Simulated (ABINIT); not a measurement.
Entries from a set of simulations; values are calculated unless marked as measured.

## Beyond one shot: CaAlSiH (P3m1)

It takes space group P3m1 (No. 156, trigonal). Conventional cell: a = 4.143 Å, b = 4.143 Å, c = 4.698 Å, α = 90.00°, β = 90.00°, γ = 120.00°. Ca has 3 H at 2.42 Å and 3 Si at 3.14 Å nearest. Nearest to Al lie 1 H at 1.75 Å and 3 Si at 2.45 Å. Nearest to Si lie 3 Al at 2.45 Å and 3 Ca at 3.14 Å. Nearest to H lie 1 Al at 1.75 Å and 3 Ca at 2.42 Å. Farther neighbours, and contacts between anions beyond the nearest, are not listed.

```yaml
method: RPA screening on PBEsol from quasiparticle energies, plane waves, norm-conserving pseudopotentials (and 5 further levels or steps)
program: ABINIT 10.8.3
settings: cutoff 32 Ha, PseudoDojo scalar-relativistic 0.4.1 standard, norm-conserving, ngkpt (3, 3, 4), nband 55, ecuteps 3.9 Ha, gwcalctyp 10, inclvkb 2, shiftk (0, 0, 0), symchi 1, awtr 1, frequency ppm, cycle 2, q points all but q = 0, 3×3×4 k-mesh
cost: 13 runs, 5.6 min in all on 4 MPI ranks of Arm Neoverse V2, shared host
notes: The program’s warnings: nkpt*nsppol () is not a multiple of nproc spkpt (). The cell and positions are those that the Materials Project relaxed with its own functionals (PBE, PBE+U or r2SCAN), kept fixed. The first cycle of evGW0 takes the full correction, without the factor Z, so it overshoots the one-shot value. The 3×3×4 mesh is coarse for this cell, which bears on the long-range parts of exchange and screening.
g0w0: 1.192 eV
evgw0_cycle_1: 1.373 eV
evgw0_cycle_2: 1.260 eV
evgw0_cycle_3: 1.274 eV
evgw0_cycle_4: 1.273 eV
evgw_cycle_1: 1.362 eV
evgw_cycle_2: 1.365 eV
known_limits: short of the basis limit; coarse k mesh
```

Only the bands that the input lists are updated; the higher empty ones keep the functional's energies. The evGW loop starts from the last levels of evGW0, so its cycles and time come on top of those.

[Long decimals in the printed logs are rounded to 6 places.]

[Logs are printed without paths, hosts, clocks, repeated set-up lines and the standing remarks that a program may print on its own settings, such as how far it seeks lower states.]

[Paths, hosts, dates, memory and timing lines, banners, echoed tables and standing remarks are left out of the program output; an Ansatz launch command may be rebuilt from the run's recorded settings. Measured values are a selection of at most five: reports struck by readers or far from the other reports are left out. None is set beside runs whose start may be inverted or whose files or cutoffs have a known fault.]

[Runs of the session that timed out or met a known fault of the program may be left out.]

[Hosts, paths, dates, database ids (printed as entryN), source tags and the programs' standing remarks are cut or masked in the printed files.]

[G0W0 gaps are taken among the corrected bands and points alone; a level outside them can change the order at an edge.]

[Where Ansatz stands beside ABINIT at settings called matched, ABINIT's density can come from a denser mesh and the files from another edition; pairs whose starting gaps differed by over 0.03 eV were left out, so agreement reads better than it is.]
